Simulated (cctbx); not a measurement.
**What is wrong with this refinement?**

Cell a = 11.0630 Å, b = 11.0630 Å, c = 11.0630 Å, α = 90.00°, β = 90.00°, γ = 90.00°; space group Fd-3m (no. 227, origin choice 1). The compound is Sc2BeSe4.

Simulated single-crystal data (cctbx): Cu Kα, λ = 1.54184 Å, to d = 0.83 Å, 80 % of the full sphere, strongest reflection 40000 counts, noise from counting, a 6 % proportional error and a noise floor of 15 counts (s.d.); no absorption.

An anisotropic refinement with weights 1/σ² prints:

```text
Rint 0.051, 80 unique reflections to 0.83 A
cycle     R1     wR2    GooF  max shift (A)
   1  0.0435  0.1148   5.117   0.00007
   2  0.0443  0.1137   5.069   0.00000
final R1 0.0443 wR2 0.1137 GooF 5.069  parameters 5  data/parameter 16.0
atom        x        y        z      Ueq    occ   su(xyz)  su(Uiso or U11)
Se1    0.12931  0.12931  0.37069   0.0025  1.000  0.00008  0.0008
Sc1    0.37500  0.12500  0.37500   0.0032  1.000  0.00000  0.0011
difference map: max 8.45 min -0.88 rms 0.32
Q1    0.0000  0.0000  0.5000    8    8.45  2.48 A from Se1
Q2    0.0000  0.0000  0.2545   48    0.72  2.40 A from Se1
Q3    0.1144  0.1144  0.8856   32    0.67  0.12 A from Se1
Q4    0.0624  0.0624  0.4376   32    0.60  1.28 A from Se1
Q5    0.0663  0.0663  0.5663   32    0.49  2.38 A from Se1
Q6    0.0092  0.1260  0.6260   96    0.44  1.53 A from Se1
```

**Question.** Can this result stand? If not, what is the likely fault?

Mend it. The fault: an atom left out, Be at (1/4, 3/4, 1/4). Against the right model at the same level, R1 goes from 0.0141 to 0.0443 and GooF from 1.11 to 5.07 and the top difference peak, 8.4 e/Å³, lies 2.48 Å from Se1. Q1 is the missing atom. With scattering power missing, scale and phases suffer, so peaks may also grow on the heavy atoms.

The compound is Sc2BeSe4. The right model at the same level gives:

```text
Rint 0.051, 80 unique reflections to 0.83 A
cycle     R1     wR2    GooF  max shift (A)
   1  0.0142  0.0250   1.123   0.00003
   2  0.0141  0.0248   1.113   0.00000
final R1 0.0141 wR2 0.0248 GooF 1.113  parameters 6  data/parameter 13.3
atom        x        y        z      Ueq    occ   su(xyz)  su(Uiso or U11)
Se1    0.12931  0.12931  0.37069   0.0032  1.000  0.00002  0.0002
Sc1    0.37500  0.12500  0.37500   0.0043  1.000  0.00000  0.0003
Be1    0.25000  0.75000  0.25000   0.0049  1.000  0.00000  0.0017
difference map: max 0.50 min -0.46 rms 0.14
Q1    0.1250  0.1250  0.6250   16    0.54  2.40 A from Be1
Q2    0.0142  0.1335  0.6335   96    0.34  1.59 A from Se1
Q3    0.1250  0.1250  0.1250   16    0.33  0.00 A from Sc1
Q4    0.0302  0.1137  0.8863   96    0.33  1.01 A from Se1
Q5    0.0000  0.0000  0.1937   48    0.31  2.05 A from Se1
Q6    0.0333  0.0333  0.4667   32    0.30  0.64 A from Be1
```

Isotropic U is held between 0.0001 and 1 Å² by the program, and listed peak heights are interpolated, so they can pass the grid's maximum.

The model is made up (kin elements in a known structure type, no relaxation), so it says nothing on whether the phase exists.

[Middle refinement cycles are left out of these outputs.]

[Logs are printed without paths, hosts, clocks, repeated set-up lines and the standing remarks that a program may print on its own settings, such as how far it seeks lower states.]
